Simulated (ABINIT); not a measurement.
## Beyond one shot: KCaCl3 (Pm-3m)

How far does self-consistency move the gap of KCaCl3 (Pm-3m)?

Program: ABINIT 10.8.3. Level of theory: PBEsol and many-body steps on it, plane waves. Results are calculated unless marked as measured.

## 1. Set-up

It takes space group Pm-3m (No. 221, cubic). The conventional cell has a = 5.394 Å, b = 5.394 Å, c = 5.394 Å, α = 90.00°, β = 90.00°, γ = 90.00°. Nearest to K lie 12 Cl at 3.81 Å. Nearest to Ca lie 6 Cl at 2.70 Å. Cl has 2 Ca at 2.70 Å and 4 K at 3.81 Å nearest. Farther neighbours and most contacts between anions are not listed.

As a file:

```cif
data_structure
_symmetry_space_group_name_H-M 'P 1'
_symmetry_Int_Tables_number 1
_cell_length_a 5.3935
_cell_length_b 5.3935
_cell_length_c 5.3935
_cell_angle_alpha 90.000
_cell_angle_beta 90.000
_cell_angle_gamma 90.000
_cell_volume 156.90
loop_
_atom_site_label
_atom_site_type_symbol
_atom_site_fract_x
_atom_site_fract_y
_atom_site_fract_z
_atom_site_occupancy
K1 K 0.00000 0.00000 0.00000 1
Ca2 Ca 0.50000 0.50000 0.50000 1
Cl3 Cl 0.00000 0.50000 0.50000 1
Cl4 Cl 0.50000 0.00000 0.50000 1
Cl5 Cl 0.50000 0.50000 0.00000 1
```

The cell and positions are those that the Materials Project relaxed with its own functionals (PBE, PBE+U or r2SCAN), kept fixed.

## 2. Empty states on the mesh, 2×2×2 mesh, 135 bands

This step: ABINIT 10.8.3; DFT, PBEsol, plane waves, norm-conserving pseudopotentials.

The sums over transitions need many empty states on a uniform mesh; this step solves for them.

Contents of run.abi:

```
acell 3*1.0 Angstrom
rprim 
  5.393523000000 0.000000000000 0.000000000000
  0.000000000000 5.393523000000 0.000000000000
  0.000000000000 0.000000000000 5.393523000000
ntypat 3
znucl 19 20 17
natom 5
typat 1 2 3 3 3
xred 
  0.000000000000 0.000000000000 0.000000000000
  0.500000000000 0.500000000000 0.500000000000
  0.000000000000 0.500000000000 0.500000000000
  0.500000000000 0.000000000000 0.500000000000
  0.500000000000 0.500000000000 0.000000000000
pp_dirpath "pseudos"
pseudos "K.upf, Ca.upf, Cl.upf"
ecut 33
ngkpt 2 2 2
nshiftk 1
shiftk 0 0 0
kptopt 1
chksymbreak 0
iscf -2
irdden 1
istwfk *1
nband 135
nbdbuf 12
tolwfr 1e-09
nstep 60
prtvol 0
indata_prefix "in"
outdata_prefix "out"
tmpdata_prefix "tmp"
```

On the command line:

```sh
OMP_NUM_THREADS=1 mpirun -n 4 abinit run.abi > log
```

Numbers of over 12 decimals in the logs are rounded to 6 here.

Log:

```text
.Version 10.8.3 of ABINIT. v10.8.2 released Aug 2026.

 Symmetries : space group Pm -3 m (#221); Bravais cP (primitive cubic)
[... echo of the input left out ...]
== DATASET  1 ==================================================================
-   mpi_nproc: 4, omp_nthreads: 1 (-1 if OMP is not activated)

--- !DatasetInfo
iteration_state: {dtset: 1, }
dimensions: {natom: 5, nkpt: 4, mband: 135, nsppol: 1, nspinor: 1, nspden: 1, mpw: 9627, }
cutoff_energies: {ecut:  33.0, pawecutdg:  -1.0, }
[...]
1.35618    1.37559    1.40355    1.40355    1.41092    1.44573    1.44573    1.44573
   1.46778    1.49236    1.49236    1.49236    1.53082    1.53082    1.53082    1.58183
   1.58183    1.58184    1.59268    1.59269    1.62647    1.63091    1.64619
 prteigrs : prtvol=0 or 1, do not print more k-points.

== END DATASET(S) ==============================================================
================================================================================

 -outvars: echo values of variables after computation  --------
            nband         135
             nkpt           4
          spgroup         221
 [... the other variables as echoed above ...]

 Calculation completed.
```

It took 48 s on 4 MPI ranks of Arm Neoverse V1, shared host; peak memory 0.44 GiB.

This step gave:

```
gap                                                           : 4.647 eV
k of the valence top                                          : 0.5, 0.5, 0.5
k of the conduction bottom                                    : 0, 0, 0
least direct gap                                              : 4.936 eV
k points computed                                             : 4
lowest point of the top converged band, above the valence top : 39.34 eV
```

On this mesh the gap is 4.647 eV.

The density comes from a self-consistent run that is not shown.

## 3. Screening, 2×2×2 mesh, 123 bands, screening to 106.1 eV

The RPA dielectric matrix is built and inverted for each q.

This step: RPA screening on PBEsol, plane waves, norm-conserving pseudopotentials.

run.abi, as its differences from that of step 2:

```diff
@@ -23,10 +23,11 @@
 chksymbreak 0
-iscf -2
-irdden 1
 istwfk *1
-nband 135
-nbdbuf 12
-tolwfr 1e-09
-nstep 60
-prtvol 0
+occopt 1
+irdwfk 1
+optdriver 3
+nband 123
+ecuteps 3.9
+inclvkb 2
+awtr 1
+symchi 1
 indata_prefix "in"
```

Log:

```text
.Version 10.8.3 of ABINIT. v10.8.2 released Aug 2026.

 Symmetries : space group Pm -3 m (#221); Bravais cP (primitive cubic)
[... echo of the input left out ...]
== DATASET  1 ==================================================================
-   mpi_nproc: 4, omp_nthreads: 1 (-1 if OMP is not activated)

--- !DatasetInfo
iteration_state: {dtset: 1, }
dimensions: {natom: 5, nkpt: 4, mband: 123, nsppol: 1, nspinor: 1, nspden: 1, mpw: 9627, }
cutoff_energies: {ecut:  33.0, pawecutdg:  -1.0, }
electrons: {nelect:   4.00000000E+01, charge:   0.00000000E+00, occopt:   1.00000000E+00, tsmear:   1.00000000E-02, }

 SCREENING: Calculation of the susceptibility and dielectric matrices

 Based on a program developped by R.W. Godby, V. Olevano, G. Onida, and L. Reining.
 Incorporated in ABINIT by V. Olevano, G.-M. Rignanese, and M. Torrent.
.Using double precision arithmetic ; gwpc =  8

[... cell and pseudopotentials left out ...]
--------------------------------------------------------------------------------

 ==== K-mesh for the wavefunctions ====
 Number of points in the irreducible wedge :     4
[... list of points left out ...]
 Together with 48 symmetry operations and time-reversal symmetry
 yields     8 points in the full Brillouin Zone.

 ==== Q-mesh for the screening function ====
 Number of points in the irreducible wedge :     4
[... list of points left out ...]
 Together with 48 symmetry operations and time-reversal symmetry
 yields     8 points in the full Brillouin Zone.

 setmesh: FFT mesh size selected  =    36x   36x   36
          total number of points  =        46656

 vcoul_init : cutoff-mode = AUXILIARY_FUNCTION
 q-points for optical limit:   1
     1)      0.000010    0.000020    0.000030

- screening: taking advantage of time-reversal symmetry
- Maximum band index for partially occupied states nbvw = 20
- Remaining bands to be divided among processors   nbcw = 103
- Number of bands treated by each node ~25

 Number of electrons calculated from density =   40.0000; Expected =   40.0000
 average of density, n =  0.037779
 r_s =    1.8488
 omega_plasma =   18.7490 [eV]

 calculating chi0 at frequencies [eV] :
  1    0.000000E+00    0.000000E+00
  2    0.000000E+00    1.874902E+01

--------------------------------------------------------------------------------
  q-point number  1        q = ( 0.000000, 0.000000, 0.000000) [r.l.u.]
--------------------------------------------------------------------------------
[... chi0 elements left out ...]
 For q-point:  0.000010 0.000020 0.000030
  dielectric constant =   2.5485
  dielectric constant without local fields =   2.9961

  Average fulfillment of the sum rule on Im[epsilon] for q-point    1 :     59.05  [%]
[... wings left out ...]
  q-point number  2        q = ( 0.500000, 0.000000, 0.000000) [r.l.u.]
--------------------------------------------------------------------------------
[... chi0 elements left out ...]
  Average fulfillment of the sum rule on Im[epsilon] for q-point    2 :     65.22  [%]

 [... 2 further q-points ...]
```

It took 28 s on 4 MPI ranks; peak memory 1.2 GiB.

Numbers from this step:

```yaml
eps_infinity_with_local_fields_on_this_mesh_along_the_program_s_q_direction: 2.549
the_same_without_local_fields: 2.996
plasma_frequency: 18.75 eV
plane_waves_in_the_screening_matrix: 389
```

Local fields lower ε∞ by 15 %. On a Γ-centred mesh this coarse the value itself is usually too large, while a short band sum pulls it down.

## 4. G0W0

The self-energy is evaluated for the states that the input lists, and the levels follow from it, in one-shot runs by the linearised quasiparticle equation.

This step: G0W0 on PBEsol, plane waves, norm-conserving pseudopotentials.

run.abi, as its differences from that of step 3:

```diff
@@ -26,8 +26,17 @@
 irdwfk 1
-optdriver 3
+optdriver 4
 nband 123
+gwcalctyp 0
+ecutsigx 33
+symsigma 1
+nkptgw 2
+kptgw 
+  0.5000000000 0.5000000000 0.5000000000
+  0.0000000000 0.0000000000 0.0000000000
+bdgw 
+  18 24
+  18 24
 ecuteps 3.9
-inclvkb 2
-awtr 1
-symchi 1
+irdscr 1
+ppmodel 1
 indata_prefix "in"
```

Log:

```text
.Version 10.8.3 of ABINIT. v10.8.2 released Aug 2026.

 Symmetries : space group Pm -3 m (#221); Bravais cP (primitive cubic)
[... echo of the input left out ...]
== DATASET  1 ==================================================================
-   mpi_nproc: 4, omp_nthreads: 1 (-1 if OMP is not activated)

--- !DatasetInfo
iteration_state: {dtset: 1, }
dimensions: {natom: 5, nkpt: 4, mband: 123, nsppol: 1, nspinor: 1, nspden: 1, mpw: 9627, }
cutoff_energies: {ecut:  33.0, pawecutdg:  -1.0, }
electrons: {nelect:   4.00000000E+01, charge:   0.00000000E+00, occopt:   1.00000000E+00, tsmear:   1.00000000E-02, }

 SIGMA: Calculation of the GW corrections

 Based on a program developped by R.W. Godby, V. Olevano, G. Onida, and L. Reining.
 Incorporated in ABINIT by V. Olevano, G.-M. Rignanese, and M. Torrent.
.Using double precision arithmetic ; gwpc =  8

[... cell and pseudopotentials left out ...]
--------------------------------------------------------------------------------

 ==== K-mesh for the wavefunctions ====
 Number of points in the irreducible wedge :     4
[... list of points left out ...]
 Together with 48 symmetry operations and time-reversal symmetry
 yields     8 points in the full Brillouin Zone.

 ==== Q-mesh for screening function ====
 Number of points in the irreducible wedge :     4
[... list of points left out ...]
 Together with 48 symmetry operations and time-reversal symmetry
 yields     8 points in the full Brillouin Zone.

 vcoul_init : cutoff-mode = AUXILIARY_FUNCTION
 q-points for optical limit:   1
     1)      0.000010    0.000020    0.000030
 setmesh: FFT mesh size selected  =    54x   54x   54
          total number of points  =       157464

 Number of electrons calculated from density =   40.0000; Expected =   40.0000
 average of density, n =  0.037779
 r_s =    1.8488
 omega_plasma =   18.7490 [eV]

 === KS Band Gaps ===
  >>>> For spin  1
   Minimum direct gap =   4.9356 [eV], located at k-point      :   0.0000  0.0000  0.0000
   Fundamental gap    =   4.6466 [eV], Top of valence bands at :   0.5000  0.5000  0.5000
                                       Bottom of conduction at :   0.0000  0.0000  0.0000
 SIGMA fundamental parameters:
 PLASMON POLE MODEL  1
 number of plane-waves for SigmaX                 9627
 number of plane-waves for SigmaC and W            389
 number of plane-waves for wavefunctions          9627
 number of bands                                   123
 number of independent spin polarizations            1
 number of spinorial components                      1
 number of k-points in IBZ                           4
 number of q-points in IBZ                           4
 number of symmetry operations                      48
 number of k-points in BZ                            8
 number of q-points in BZ                            8
 number of frequencies for dSigma/dE                 9
 frequency step for dSigma/dE [eV]                0.25
 number of omega for Sigma on real axis              0
 max omega for Sigma on real axis  [eV]           0.00
 zcut for avoiding poles [eV]                     0.10

 EPSILON^-1 parameters (SCR file):
 dimension of the eps^-1 matrix on file            389
 dimension of the eps^-1 matrix used               389
 number of plane-waves for wavefunctions          9627
 number of bands                                   123
 number of q-points in IBZ                           4
 number of frequencies                               2
 number of real frequencies                          1
 number of imag frequencies                          1

 matrix elements of self-energy operator (all in [eV])

 Perturbative Calculation

--- !SelfEnergy_ee
iteration_state: {dtset: 1, }
kpoint     : [   0.500,    0.500,    0.500, ]
spin       : 1
KS_gap     :    6.260
QP_gap     :    8.827
Delta_QP_KS:    2.567
data: !SigmaeeData |
     Band     E0 <VxcDFT>   SigX SigC(E0)      Z dSigC/dE  Sig(E)    E-E0       E
       18  -0.113 -14.235 -18.503   2.470   0.806  -0.240 -15.685  -1.450  -1.563
       19  -0.113 -14.235 -18.503   2.470   0.806  -0.240 -15.685  -1.450  -1.563
       20  -0.113 -14.235 -18.503   2.470   0.806  -0.240 -15.685  -1.450  -1.563
       21   6.148  -6.512  -2.560  -2.671   0.872  -0.147  -5.395   1.117   7.264
       22   7.151  -8.334  -3.719  -2.736   0.862  -0.159  -6.714   1.620   8.771
       23   7.151  -8.334  -3.719  -2.736   0.862  -0.159  -6.714   1.620   8.771
[...]
--- !SelfEnergy_ee
iteration_state: {dtset: 1, }
kpoint     : [   0.000,    0.000,    0.000, ]
spin       : 1
KS_gap     :    4.936
QP_gap     :    7.369
Delta_QP_KS:    2.433
data: !SigmaeeData |
     Band     E0 <VxcDFT>   SigX SigC(E0)      Z dSigC/dE  Sig(E)    E-E0       E
[...]
22   5.431 -11.616  -5.726  -3.052   0.843  -0.186  -9.224   2.392   7.823
       23   5.431 -11.616  -5.726  -3.052   0.843  -0.186  -9.224   2.392   7.823
       24   5.431 -11.616  -5.726  -3.052   0.843  -0.186  -9.224   2.392   7.823

== END DATASET(S) ==============================================================
================================================================================

 -outvars: echo values of variables after computation  --------
           etotal      0.0000000000E+00
            nband         123
             nkpt           4
          spgroup         221
 [... the other variables as echoed above ...]

 Calculation completed.
```

The job ended after 17 s (4 MPI ranks; peak memory 1.1 GiB).

Numbers from this step:

```yaml
g0w0_gap_on_the_points_computed: 7.068 eV
starting_gap_on_the_mesh: 4.647 eV
k_of_the_valence_top: 0.5, 0.5, 0.5
k_of_the_conduction_bottom: 0, 0, 0
z_at_the_valence_top: 0.806
z_at_the_conduction_bottom: 0.869
least_direct_g0w0_gap_on_the_computed_points: 7.369 eV
```

The gap on the mesh goes from 4.65 eV to 7.07 eV, a correction of +2.42 eV.

## 5. evGW0, cycle 1

This step: evGW0 on PBEsol, plane waves, norm-conserving pseudopotentials.

run.abi, as its differences from that of step 4:

```diff
@@ -28,12 +28,16 @@
 nband 123
-gwcalctyp 0
+gwcalctyp 10
 ecutsigx 33
 symsigma 1
-nkptgw 2
+nkptgw 4
 kptgw 
+  0.0000000000 0.0000000000 0.0000000000
+  0.5000000000 0.0000000000 0.0000000000
+  0.5000000000 0.5000000000 0.0000000000
   0.5000000000 0.5000000000 0.5000000000
-  0.0000000000 0.0000000000 0.0000000000
 bdgw 
-  18 24
-  18 24
+  12 29
+  12 29
+  12 29
+  12 29
 ecuteps 3.9
```

Log:

```text
.Version 10.8.3 of ABINIT. v10.8.2 released Aug 2026.

 Symmetries : space group Pm -3 m (#221); Bravais cP (primitive cubic)
[... echo of the input left out ...]
== DATASET  1 ==================================================================
-   mpi_nproc: 4, omp_nthreads: 1 (-1 if OMP is not activated)

--- !DatasetInfo
iteration_state: {dtset: 1, }
dimensions: {natom: 5, nkpt: 4, mband: 123, nsppol: 1, nspinor: 1, nspden: 1, mpw: 9627, }
cutoff_energies: {ecut:  33.0, pawecutdg:  -1.0, }
electrons: {nelect:   4.00000000E+01, charge:   0.00000000E+00, occopt:   1.00000000E+00, tsmear:   1.00000000E-02, }

 SIGMA: Calculation of the GW corrections

 Based on a program developped by R.W. Godby, V. Olevano, G. Onida, and L. Reining.
 Incorporated in ABINIT by V. Olevano, G.-M. Rignanese, and M. Torrent.
.Using double precision arithmetic ; gwpc =  8

[... cell and pseudopotentials left out ...]
--------------------------------------------------------------------------------

 ==== K-mesh for the wavefunctions ====
 Number of points in the irreducible wedge :     4
[... list of points left out ...]
 Together with 48 symmetry operations and time-reversal symmetry
 yields     8 points in the full Brillouin Zone.

 ==== Q-mesh for screening function ====
 Number of points in the irreducible wedge :     4
[... list of points left out ...]
 Together with 48 symmetry operations and time-reversal symmetry
 yields     8 points in the full Brillouin Zone.

 vcoul_init : cutoff-mode = AUXILIARY_FUNCTION
 q-points for optical limit:   1
     1)      0.000010    0.000020    0.000030
 setmesh: FFT mesh size selected  =    54x   54x   54
          total number of points  =       157464

 Number of electrons calculated from density =   40.0000; Expected =   40.0000
[...]
--- !SelfEnergy_ee
iteration_state: {dtset: 1, }
kpoint     : [   0.500,    0.500,    0.000, ]
spin       : 1
KS_gap     :    6.698
QP_gap     :   10.945
Delta_QP_KS:    4.247
data: !SigmaeeData |
     Band     E_DFT   <VxcDFT>   E(N-1)  <Hhartree>   SigX  SigC[E(N-1)]    Z     dSigC/dE  Sig[E(N)]  DeltaE  E(N)_pert E(N)_diago
[...]
--- !SelfEnergy_ee
iteration_state: {dtset: 1, }
kpoint     : [   0.500,    0.500,    0.500, ]
spin       : 1
KS_gap     :    6.260
QP_gap     :    8.827
Delta_QP_KS:    2.567
data: !SigmaeeData |
     Band     E_DFT   <VxcDFT>   E(N-1)  <Hhartree>   SigX  SigC[E(N-1)]    Z     dSigC/dE  Sig[E(N)]  DeltaE  E(N)_pert E(N)_diago
[...]
28     9.304   -17.590     9.304    26.894    -9.360    -3.829     0.794    -0.259   -14.094     3.496    12.800    13.705
       29     9.304   -17.590     9.304    26.894    -9.360    -3.829     0.794    -0.259   -14.094     3.496    12.800    13.705

 New Fermi energy :        6.873520E-02 Ha ,    1.870380E+00 eV

 === QP Band Gaps ===
  >>>> For spin  1
   Minimum direct gap =   7.8655 [eV], located at k-point      :   0.0000  0.0000  0.0000
   Fundamental gap    =   7.5631 [eV], Top of valence bands at :   0.5000  0.5000  0.5000
                                       Bottom of conduction at :   0.0000  0.0000  0.0000

 writing QP data on file : out_QPS

 Convergence of QP corrections
 >>>>> For spin  1 <<<<<
.  kptgw no:  1; Maximum DeltaE = (  -1.652   0.000) for band index: 14
.  kptgw no:  2; Maximum DeltaE = (  -1.609   0.000) for band index: 15
.  kptgw no:  3; Maximum DeltaE = (  -1.578   0.000) for band index: 12
.  kptgw no:  4; Maximum DeltaE = (  -1.450   0.000) for band index: 18

== END DATASET(S) ==============================================================
================================================================================

 -outvars: echo values of variables after computation  --------
           etotal      0.0000000000E+00
            nband         123
             nkpt           4
          spgroup         221
 [... the other variables as echoed above ...]

 Calculation completed.
```

Elapsed: 92 s, on 4 MPI ranks; peak memory 1.9 GiB; 6.1 min of CPU time.

This step gave:

- quasiparticle gap on the mesh: 7.563 eV
- gap of the density functional on the mesh: 4.647 eV
- k of the valence top: 0.5, 0.5, 0.5
- k of the conduction bottom: 0, 0, 0
- Z at the valence top: 0.806
- Z at the conduction bottom: 0.869
- least direct quasiparticle gap on the computed points: 7.866 eV

Against G0W0 in ABINIT (2×2×2 mesh, 123 bands, screening to 106.1 eV, Godby-Needs plasmon pole), the gap moves by +0.495 eV. This first cycle still uses the starting levels; it takes the full correction, at all points of the mesh, and its linearised value is 7.068 eV.

## 6. evGW0, cycle 2

The corrected levels of the last cycle go back in.

run.abi, as its differences from that of step 5:

```diff
@@ -45,2 +45,3 @@
 ppmodel 1
+irdqps 1
 indata_prefix "in"
```

Log:

```text
.Version 10.8.3 of ABINIT. v10.8.2 released Aug 2026.

 Symmetries : space group Pm -3 m (#221); Bravais cP (primitive cubic)
[... echo of the input left out ...]
== DATASET  1 ==================================================================
-   mpi_nproc: 4, omp_nthreads: 1 (-1 if OMP is not activated)

--- !DatasetInfo
iteration_state: {dtset: 1, }
dimensions: {natom: 5, nkpt: 4, mband: 123, nsppol: 1, nspinor: 1, nspden: 1, mpw: 9627, }
cutoff_energies: {ecut:  33.0, pawecutdg:  -1.0, }
[...]
.  kptgw no:  2; Maximum DeltaE = (   0.101   0.000) for band index: 17
.  kptgw no:  3; Maximum DeltaE = (   0.100  -0.000) for band index: 15
.  kptgw no:  4; Maximum DeltaE = (   0.090   0.000) for band index: 17

== END DATASET(S) ==============================================================
================================================================================

 -outvars: echo values of variables after computation  --------
           etotal      0.0000000000E+00
            nband         123
             nkpt           4
          spgroup         221
 [... the other variables as echoed above ...]

 Calculation completed.
```

Wall time 92 s (4 MPI ranks); peak memory 1.9 GiB; 6.1 min of CPU time.

This step gave:

```yaml
quasiparticle_gap_on_the_mesh: 7.424 eV
gap_of_the_density_functional_on_the_mesh: 4.647 eV
k_of_the_valence_top: 0.5, 0.5, 0.5
k_of_the_conduction_bottom: 0, 0, 0
least_direct_quasiparticle_gap_on_the_computed_points: 7.725 eV
```

Against the cycle before, the gap moves by −0.139 eV.

(Part 1 of 3 ends here.)

[Paths, hosts, dates, memory and timing lines, banners, echoed tables and standing remarks are left out of the program output.]

[Logs are printed without paths, hosts, clocks, repeated set-up lines and the standing remarks that a program may print on its own settings, such as how far it seeks lower states.]

[Runs of the session that timed out or met a known fault of the program may be left out.]

[Hosts, paths, dates, database ids (printed as entryN), source tags and the programs' standing remarks are cut or masked in the printed files.]

[G0W0 gaps are taken among the corrected bands and points alone; a level outside them can change the order at an edge.]

[Where Ansatz stands beside ABINIT at settings called matched, ABINIT's density can come from a denser mesh and the files from another edition; pairs whose starting gaps differed by over 0.03 eV were left out, so agreement reads better than it is.]
